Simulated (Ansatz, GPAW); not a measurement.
# A 5-layer slab of Ba(100): work function by functional and basis

Aim: the work function of both faces of a 5-layer slab of Ba(100), and its spread over functionals and bases.

Calculated with GPAW 26.7.0 and Ansatz 0.2.0; Ansatz plane waves; slab in vacuum with a dipole correction, relaxation; PAW set soft_1, in the first sound run; inputs show where later runs differ.

This is a report of a sequence of runs, with most program output left out.

### Step 1. Set-up

The cell holds 5 atoms: 5 Ba. Cell: a = 5.020 Å, b = 5.020 Å, c = 26.040 Å, α = 90.0°, β = 90.0°, γ = 90.0°. Vacuum lies along c.

Structure file:

```cif
data_structure
_symmetry_space_group_name_H-M 'P 1'
_symmetry_Int_Tables_number 1
_cell_length_a 5.0200
_cell_length_b 5.0200
_cell_length_c 26.0400
_cell_angle_alpha 90.000
_cell_angle_beta 90.000
_cell_angle_gamma 90.000
_cell_volume 656.22
loop_
_atom_site_label
_atom_site_type_symbol
_atom_site_fract_x
_atom_site_fract_y
_atom_site_fract_z
_atom_site_occupancy
Ba1 Ba 0.00000 0.00000 0.30722 1
Ba2 Ba 0.50000 0.50000 0.40361 1
Ba3 Ba 0.00000 0.00000 0.50000 1
Ba4 Ba 0.50000 0.50000 0.59639 1
Ba5 Ba 0.00000 0.00000 0.69278 1
```

### Step 2. Relaxation

The atoms are relaxed first, since the surface dipole, and with it the work function, follows the positions of the outer layers. The lowest 2 atoms are held at bulk positions and keep their forces.

input.yaml reads:

```yaml
crystal:
  lattice:
    - [5.02, 0.0, 0.0]
    - [0.0, 5.02, 0.0]
    - [0.0, 0.0, 26.04]
  atoms:
    - { symbol: Ba, position: [0.0, 0.0, 0.3072196621] }
    - { symbol: Ba, position: [0.5, 0.5, 0.403609831] }
    - { symbol: Ba, position: [0.0, 0.0, 0.5] }
    - { symbol: Ba, position: [0.5, 0.5, 0.596390169] }
    - { symbol: Ba, position: [0.0, 0.0, 0.6927803379] }
kpoints:
  mp_grid: { grid: [6, 6, 1] }
hamiltonian:
  xc: pbe
  pseudopotentials: { kind: paw, azcp: { folder: soft_1 } }
scf:
  occupations: { method: fermi_dirac, width: 0.1 }
efield:
  axis: 3
  dipole_correction: true
  ramp_width: 0.05
relax:
  f_tol: 0.02
  max_steps: 60
  constraints: [{ sites: [0, 1] }]
output:
  write_potential: true
  write_density: true
  volumetric_format: npy
```

Launch:

```bash
$ ansatz run input.yaml --threads 4 --pin off --max-ram 8192MiB --backend cpu --events-out ev --progress --plain --runs-dir out
```

Elapsed: 19 s, on 4 threads of Arm Neoverse V1, shared host; peak memory 0.95 GiB; 73 s of CPU time.

Step by step:

| step | energy less that of the first step (eV) | largest force component (eV/Å) |
| --- | --- | --- |
| 1 | 0.0000 | 0.1029 |
| 2 | -0.0029 | 0.0673 |
| 3 | -0.0057 | 0.0050 |

The run keeps the 8 symmetry operations that it works with, so distortions that break them were not tested.

The atoms that moved most (Å):

| atom | dx | dy | dz | length |
| --- | --- | --- | --- | --- |
| Ba4 | 0.000 | 0.000 | -0.102 | 0.102 |
| Ba3 | 0.000 | 0.000 | -0.058 | 0.058 |
| Ba5 | 0.000 | 0.000 | 0.019 | 0.019 |

Final coordinates:

```cif
data_structure
_symmetry_space_group_name_H-M 'P 1'
_symmetry_Int_Tables_number 1
_cell_length_a 5.0200
_cell_length_b 5.0200
_cell_length_c 26.0400
_cell_angle_alpha 90.000
_cell_angle_beta 90.000
_cell_angle_gamma 90.000
_cell_volume 656.22
loop_
_atom_site_label
_atom_site_type_symbol
_atom_site_fract_x
_atom_site_fract_y
_atom_site_fract_z
_atom_site_occupancy
Ba1 Ba 0.00000 0.00000 0.30722 1
Ba2 Ba 0.50000 0.50000 0.40361 1
Ba3 Ba 0.00000 0.00000 0.49777 1
Ba4 Ba 0.50000 0.50000 0.59248 1
Ba5 Ba 0.00000 0.00000 0.69351 1
```

This step gave:

- free energy: -29747.6095 eV
- smearing term TS: 0.2863 eV
- symmetry operations: 8
- upper work function: 2.357 eV
- lower work function: 2.370 eV
- dipole along the normal: 0.001827 e·Å
- dipole field: 5.04e-4 V/Å
- vacuum level above: 4.033 eV
- vacuum level below: 4.046 eV

The electrostatic potential energy of an electron (with the applied field's), less the Fermi level, planar mean oscillates, so the rows of the table below give means over windows of 2.46 Å about each position, cut where the curve ends. Its maxima inside the range that stand out by 2 % of the span (Å: eV): 9.3: -0.624, 11.7: -0.740, 14.2: -0.724, 16.8: -0.269. Its minima: 8.0: -6.45, 10.6: -5.97, 13.0: -6.09, 15.5: -5.96, 18.1: -6.47.

The electrostatic potential energy of an electron (with the applied field's), less the Fermi level, planar mean by z; means over each step:

| z (Å) | electrostatic potential energy of an electron (with the applied field's), less the Fermi level, planar mean (eV) |
| --- | --- |
| 1.23 | 2.37 |
| 3.69 | 2.35 |
| 6.15 | 1.02 |
| 8.61 | -3.47 |
| 11.07 | -3.33 |
| 13.53 | -3.39 |
| 15.99 | -3.06 |
| 18.45 | -3.11 |
| 20.91 | 2.09 |
| 23.37 | 2.35 |
| 25.83 | 2.36 |

The valence density, planar mean by z:

| z (Å) | valence density, planar mean (e/Å³) |
| --- | --- |
| 2.0 | 1.0e-5 |
| 2.5 | 2.5e-5 |
| 3.0 | 6.1e-5 |
| 3.5 | 1.5e-4 |
| 4.0 | 3.4e-4 |
| 4.5 | 7.7e-4 |
| 5.0 | 0.00170 |
| 5.5 | 0.00358 |
| 6.0 | 0.00758 |
| 6.5 | 0.0191 |
| 7.0 | 0.0740 |
| 7.5 | 0.185 |
| 8.0 | 0.213 |
| 8.5 | 0.191 |
| 9.0 | 0.0929 |
| 9.5 | 0.0946 |
| 10.0 | 0.195 |
| 10.5 | 0.220 |
| 11.0 | 0.197 |
| 11.5 | 0.0976 |
| 12.0 | 0.101 |
| 12.5 | 0.199 |
| 13.0 | 0.219 |
| 13.5 | 0.189 |
| 14.0 | 0.0897 |
| 14.5 | 0.107 |
| 15.0 | 0.202 |
| 15.5 | 0.218 |
| 16.0 | 0.183 |
| 16.5 | 0.0805 |
| 17.0 | 0.0806 |
| 17.5 | 0.182 |
| 18.0 | 0.212 |
| 18.5 | 0.192 |
| 19.0 | 0.0863 |
| 19.5 | 0.0221 |
| 20.0 | 0.00836 |
| 20.5 | 0.00399 |
| 21.0 | 0.00190 |
| 21.5 | 8.7e-4 |
| 22.0 | 3.8e-4 |
| 22.5 | 1.7e-4 |
| 23.0 | 7.0e-5 |
| 23.5 | 2.9e-5 |
| 24.0 | 1.2e-5 |

The relaxation lowered the energy of the cell by 0.00570 eV.

### Step 3. The slab's potential

The work function is the vacuum plateau of the electrostatic potential less the Fermi level; a dipole layer lets the two faces have plateaus of their own.

This step: GPAW, PAW setups; slab in vacuum (GPAW 26.7.0).

run.py reads:

```python
import json
import numpy as np
from ase import Atoms
from gpaw import GPAW, PW

slab = Atoms(
    ['Ba', 'Ba', 'Ba', 'Ba', 'Ba'],
    positions=[
        [0.00000, 0.00000, 8.00000],
        [2.51000, 2.51000, 10.51000],
        [-0.00000, 0.00000, 12.96193],
        [2.51000, 2.51000, 15.42830],
        [-0.00000, 0.00000, 18.05899]],
    cell=[[5.02, 0.0, 0.0], [0.0, 5.02, 0.0], [0.0, 0.0, 26.04]],
    pbc=[True, True, False])

slab.calc = GPAW(mode=PW(400), xc='PBE', kpts={'size': (6, 6, 1), 'gamma': True},
                 occupations={'name': 'fermi-dirac', 'width': 0.1}, nbands='160%',
                 convergence={'density': 1e-05}, maxiter=200,
                 poissonsolver={'dipolelayer': 'xy'},
                 symmetry={'tolerance': 1e-3}, txt='slab.txt')
result = {}
energy = slab.get_potential_energy()
fermi = slab.calc.get_fermi_level()
v = slab.calc.get_electrostatic_potential().mean((0, 1)) - fermi
n = slab.calc.get_pseudo_density().mean((0, 1))
L = slab.cell[2, 2]
z = np.arange(len(v)) * L / len(v)
low, high = slab.positions[:, 2].min(), slab.positions[:, 2].max()
below, above = np.interp([low - 5.8, high + 5.8], z, v)
slopes = [np.interp(x, z, np.gradient(v, z)) for x in (low - 5.8, high + 5.8)]
eps = np.array([[slab.calc.get_eigenvalues(k, s) for k in range(len(slab.calc.get_ibz_k_points()))]
                for s in range(slab.calc.get_number_of_spins())]) - fermi
top, bottom = eps[eps < 0].max(), eps[eps > 0].min()
dipole = slab.get_dipole_moment()[2]
print(f'energy {energy:.4f} eV, Fermi level {fermi:.4f} eV, dipole {dipole:.5f} e A')
print(f'potential 5.8 A off the faces, from the Fermi level: lower {below:.4f} eV, upper {above:.4f} eV')
print(f'slope of the potential there: lower {slopes[0]:.5f}, upper {slopes[1]:.5f} eV/A')
print(f'nearest levels on the mesh: {top:.4f} and {bottom:.4f} eV')
print('magnetic moment', round(slab.get_magnetic_moment(), 3))
result.update(energy=energy, fermi=fermi, dipole=dipole, below=below, above=above, slopes=slopes, edges=[top, bottom],
              z=z.tolist(), v=v.tolist(), n=n.tolist(), positions=slab.positions.tolist(),
              forces=slab.get_forces(apply_constraint=False).tolist(), moments=slab.get_magnetic_moments().tolist())
json.dump(result, open('result.json', 'w'))
```

Launch:

```bash
$ OMP_NUM_THREADS=1 OPENBLAS_NUM_THREADS=1 python run.py
```

Elapsed: 3.9 min, on 1 thread; peak memory 0.36 GiB.

Numbers from this step:

| Quantity | Value |
| --- | --- |
| dipole along the normal | 0.001821 e·Å |
| levels nearest the Fermi level on the mesh | -0.01298, 0.07087 eV from the Fermi level |
| upper work function | 2.356 eV |
| lower work function | 2.369 eV |

The electrostatic potential energy of an electron (without an applied field's), less the Fermi level, planar mean oscillates, so the rows of the table below give means over windows of 2.5 Å about each position, cut where the curve ends. Its maxima inside the range that stand out by 2 % of the span (Å: eV): 9.3: -0.628, 11.8: -0.754, 14.2: -0.733, 16.7: -0.259. Its minima: 8.0: -12.2, 10.5: -11.7, 12.9: -11.8, 15.4: -11.7, 18.0: -12.2.

Table of electrostatic potential energy of an electron (without an applied field's), less the Fermi level, planar mean by z; means over each step:

| z (Å) | electrostatic potential energy of an electron (without an applied field's), less the Fermi level, planar mean (eV) |
| --- | --- |
| 1.25 | 2.37 |
| 3.75 | 2.34 |
| 6.25 | 0.674 |
| 8.75 | -5.17 |
| 11.25 | -5.12 |
| 13.75 | -5.15 |
| 16.25 | -4.62 |
| 18.75 | -4.22 |
| 21.25 | 2.20 |
| 23.75 | 2.35 |

The pseudo valence density, planar mean oscillates, so the rows of the table below give means over windows of 1 Å about each position, cut where the curve ends. Its maxima inside the range that stand out by 2 % of the span (Å: e/Å³): 7.7: 0.207, 8.3: 0.215, 10.2: 0.217, 10.8: 0.219, 12.5: 0.217, 13.3: 0.221, 15.0: 0.219, 15.8: 0.221, 17.7: 0.215, 18.5: 0.205. Its minima: 7.9: 0.179, 9.2: 0.0750, 10.4: 0.188, 11.7: 0.0787, 12.9: 0.183, 14.2: 0.0758, 15.4: 0.181, 16.7: 0.0654, 18.1: 0.177.

The pseudo valence density, planar mean by z; means over each step:

| z (Å) | pseudo valence density, planar mean (e/Å³) |
| --- | --- |
| 2 | 1.2e-5 |
| 3 | 7.0e-5 |
| 4 | 3.8e-4 |
| 5 | 0.00188 |
| 6 | 0.00894 |
| 7 | 0.0897 |
| 8 | 0.197 |
| 9 | 0.117 |
| 10 | 0.178 |
| 11 | 0.179 |
| 12 | 0.125 |
| 13 | 0.204 |
| 14 | 0.117 |
| 15 | 0.183 |
| 16 | 0.170 |
| 17 | 0.103 |
| 18 | 0.197 |
| 19 | 0.100 |
| 20 | 0.0101 |
| 21 | 0.00210 |
| 22 | 4.3e-4 |
| 23 | 7.9e-5 |
| 24 | 1.4e-5 |

Force by atom:

| atom | x (eV/Å) | y (eV/Å) | z (eV/Å) | size |
| --- | --- | --- | --- | --- |
| Ba1 | 0.0000 | 0.0000 | -0.0814 | 0.0814 |
| Ba2 | 0.0000 | 0.0000 | 0.0755 | 0.0755 |
| Ba3 | 0.0000 | 0.0000 | 0.0013 | 0.0013 |
| Ba4 | 0.0000 | 0.0000 | 0.0032 | 0.0032 |
| Ba5 | 0.0000 | 0.0000 | 0.0014 | 0.0014 |

The potential is flat to 0.001 eV/Å where it is read, so the vacuum is wide enough. The geometry is the other program's minimum; here the largest force on a free atom is 0.0032 eV/Å.

### Step 4. OptPBE vdW: xc = "optPBE-vdW"

The same geometry under optPBE-vdW, to see how far the functional moves the levels against the vacuum (the van der Waals functionals take revPBE setups).

Changes to run.py since step 3:

```diff
@@ -16,3 +16,3 @@
 
-slab.calc = GPAW(mode=PW(400), xc='PBE', kpts={'size': (6, 6, 1), 'gamma': True},
+slab.calc = GPAW(mode=PW(400), xc='optPBE-vdW', kpts={'size': (6, 6, 1), 'gamma': True},
                  occupations={'name': 'fermi-dirac', 'width': 0.1}, nbands='160%',
```

The job ended after 4 min (1 thread; peak memory 0.71 GiB).

This step gave:

* dipole along the normal: 0.002145 e·Å
* levels nearest the Fermi level on the mesh: -0.04128, 0.003681 eV from the Fermi level
* upper work function: 2.529 eV
* lower work function: 2.545 eV

The electrostatic potential energy of an electron (without an applied field's), less the Fermi level, planar mean oscillates, so the rows of the table below give means over windows of 2.5 Å about each position, cut where the curve ends. Its maxima inside the range that stand out by 2 % of the span (Å: eV): 9.3: -0.617, 11.8: -0.734, 14.2: -0.711, 16.7: -0.247. Its minima: 8.0: -12.2, 10.5: -11.7, 12.9: -11.8, 15.4: -11.7, 18.0: -12.2.

The electrostatic potential energy of an electron (without an applied field's), less the Fermi level, planar mean by z; means over each step:

| z (Å) | electrostatic potential energy of an electron (without an applied field's), less the Fermi level, planar mean (eV) |
| --- | --- |
| 1.25 | 2.55 |
| 3.75 | 2.51 |
| 6.25 | 0.760 |
| 8.75 | -5.16 |
| 11.25 | -5.10 |
| 13.75 | -5.12 |
| 16.25 | -4.60 |
| 18.75 | -4.18 |
| 21.25 | 2.34 |
| 23.75 | 2.53 |

The pseudo valence density, planar mean oscillates, so the rows of the table below give means over windows of 1 Å about each position, cut where the curve ends. Its maxima inside the range that stand out by 2 % of the span (Å: e/Å³): 7.7: 0.207, 8.3: 0.215, 10.2: 0.217, 10.8: 0.219, 12.5: 0.218, 13.3: 0.221, 15.0: 0.219, 15.8: 0.221, 17.7: 0.215, 18.5: 0.205. Its minima: 7.9: 0.179, 9.2: 0.0750, 10.4: 0.188, 11.7: 0.0787, 12.9: 0.183, 14.2: 0.0758, 15.4: 0.181, 16.7: 0.0654, 18.1: 0.176.

Pseudo valence density, planar mean against z; means over each step:

| z (Å) | pseudo valence density, planar mean (e/Å³) |
| --- | --- |
| 2 | 2.1e-5 |
| 3 | 1.1e-4 |
| 4 | 4.6e-4 |
| 5 | 0.00199 |
| 6 | 0.00901 |
| 7 | 0.0896 |
| 8 | 0.197 |
| 9 | 0.117 |
| 10 | 0.178 |
| 11 | 0.179 |
| 12 | 0.125 |
| 13 | 0.204 |
| 14 | 0.117 |
| 15 | 0.183 |
| 16 | 0.170 |
| 17 | 0.103 |
| 18 | 0.196 |
| 19 | 0.0999 |
| 20 | 0.0102 |
| 21 | 0.00220 |
| 22 | 5.2e-4 |
| 23 | 1.2e-4 |
| 24 | 2.4e-5 |
| 25 | 4.2e-6 |

Force by atom:

| atom | x (eV/Å) | y (eV/Å) | z (eV/Å) | size |
| --- | --- | --- | --- | --- |
| Ba1 | 0.0000 | 0.0000 | -0.0593 | 0.0593 |
| Ba2 | 0.0000 | 0.0000 | 0.0878 | 0.0878 |
| Ba3 | 0.0000 | 0.0000 | 0.0026 | 0.0026 |
| Ba4 | 0.0000 | 0.0000 | -0.0118 | 0.0118 |
| Ba5 | 0.0000 | 0.0000 | -0.0197 | 0.0197 |

The upper face's work function is 2.529 eV, against 2.356 eV in the first plane-wave PBE run at this geometry.

### Step 5. Self-consistent run: xc = "revPBE"

The same geometry under revPBE, to see how far the functional moves the levels against the vacuum.

Changes to run.py since step 4:

```diff
@@ -16,3 +16,3 @@
 
-slab.calc = GPAW(mode=PW(400), xc='optPBE-vdW', kpts={'size': (6, 6, 1), 'gamma': True},
+slab.calc = GPAW(mode=PW(400), xc='revPBE', kpts={'size': (6, 6, 1), 'gamma': True},
                  occupations={'name': 'fermi-dirac', 'width': 0.1}, nbands='160%',
```

Elapsed: 4.4 min, on 1 thread; peak memory 0.36 GiB.

This step gave:

| Property | Result |
| --- | --- |
| dipole along the normal | 0.001665 e·Å |
| levels nearest the Fermi level on the mesh | -0.005851, 0.06463 eV from the Fermi level |
| upper work function | 2.255 eV |
| lower work function | 2.267 eV |

The electrostatic potential energy of an electron (without an applied field's), less the Fermi level, planar mean oscillates, so the rows of the table below give means over windows of 2.5 Å about each position, cut where the curve ends. Its maxima inside the range that stand out by 2 % of the span (Å: eV): 9.3: -0.715, 11.8: -0.845, 14.2: -0.824, 16.7: -0.345. Its minima: 8.0: -12.3, 10.5: -11.8, 12.9: -11.9, 15.4: -11.8, 18.0: -12.2.

The electrostatic potential energy of an electron (without an applied field's), less the Fermi level, planar mean by z; means over each step:

| z (Å) | electrostatic potential energy of an electron (without an applied field's), less the Fermi level, planar mean (eV) |
| --- | --- |
| 1.25 | 2.27 |
| 3.75 | 2.24 |
| 6.25 | 0.588 |
| 8.75 | -5.25 |
| 11.25 | -5.20 |
| 13.75 | -5.23 |
| 16.25 | -4.70 |
| 18.75 | -4.30 |
| 21.25 | 2.10 |
| 23.75 | 2.25 |

The upper face's work function is 2.255 eV, against 2.356 eV in the first plane-wave PBE run at this geometry.

### Step 6. Self-consistent run: xc = "RPBE"

The same geometry under RPBE, to see how far the functional moves the levels against the vacuum.

Changes to run.py since step 5:

```diff
@@ -16,3 +16,3 @@
 
-slab.calc = GPAW(mode=PW(400), xc='revPBE', kpts={'size': (6, 6, 1), 'gamma': True},
+slab.calc = GPAW(mode=PW(400), xc='RPBE', kpts={'size': (6, 6, 1), 'gamma': True},
                  occupations={'name': 'fermi-dirac', 'width': 0.1}, nbands='160%',
```

The job ended after 3.7 min (1 thread; peak memory 0.36 GiB).

Numbers from this step:

```yaml
dipole_along_the_normal: 0.001718 e·Å
levels_nearest_the_fermi_level_on_the_mesh: -0.003873, 0.06214 eV from the Fermi level
upper_work_function: 2.252 eV
lower_work_function: 2.264 eV
```

The upper face's work function is 2.252 eV, against 2.356 eV in the first plane-wave PBE run at this geometry.

### Step 7. Real-space grid: mode = "fd"

A real-space grid is a second complete basis, so it checks the plane-wave result.

Changes to run.py since step 6:

```diff
@@ -3,3 +3,3 @@
 from ase import Atoms
-from gpaw import GPAW, PW
+from gpaw import GPAW
 
@@ -16,3 +16,3 @@
 
-slab.calc = GPAW(mode=PW(400), xc='RPBE', kpts={'size': (6, 6, 1), 'gamma': True},
+slab.calc = GPAW(mode='fd', h=0.18, xc='PBE', kpts={'size': (6, 6, 1), 'gamma': True},
                  occupations={'name': 'fermi-dirac', 'width': 0.1}, nbands='160%',
```

The job ended after 19 min (1 thread; peak memory 1.5 GiB).

Numbers from this step:

| Quantity | Value |
| --- | --- |
| dipole along the normal | 0.001834 e·Å |
| levels nearest the Fermi level on the mesh | -0.01313, 0.07089 eV from the Fermi level |
| upper work function | 2.354 eV |
| lower work function | 2.368 eV |

The upper face's work function is 2.354 eV, against 2.356 eV in the first plane-wave PBE run at this geometry.

(Part 1 of 2 ends here.)

[Logs are printed without paths, hosts, clocks, repeated set-up lines and the standing remarks that a program may print on its own settings, such as how far it seeks lower states.]

[Hosts, paths, dates, database ids (printed as entryN), source tags and the programs' standing remarks are cut or masked in the printed files.]
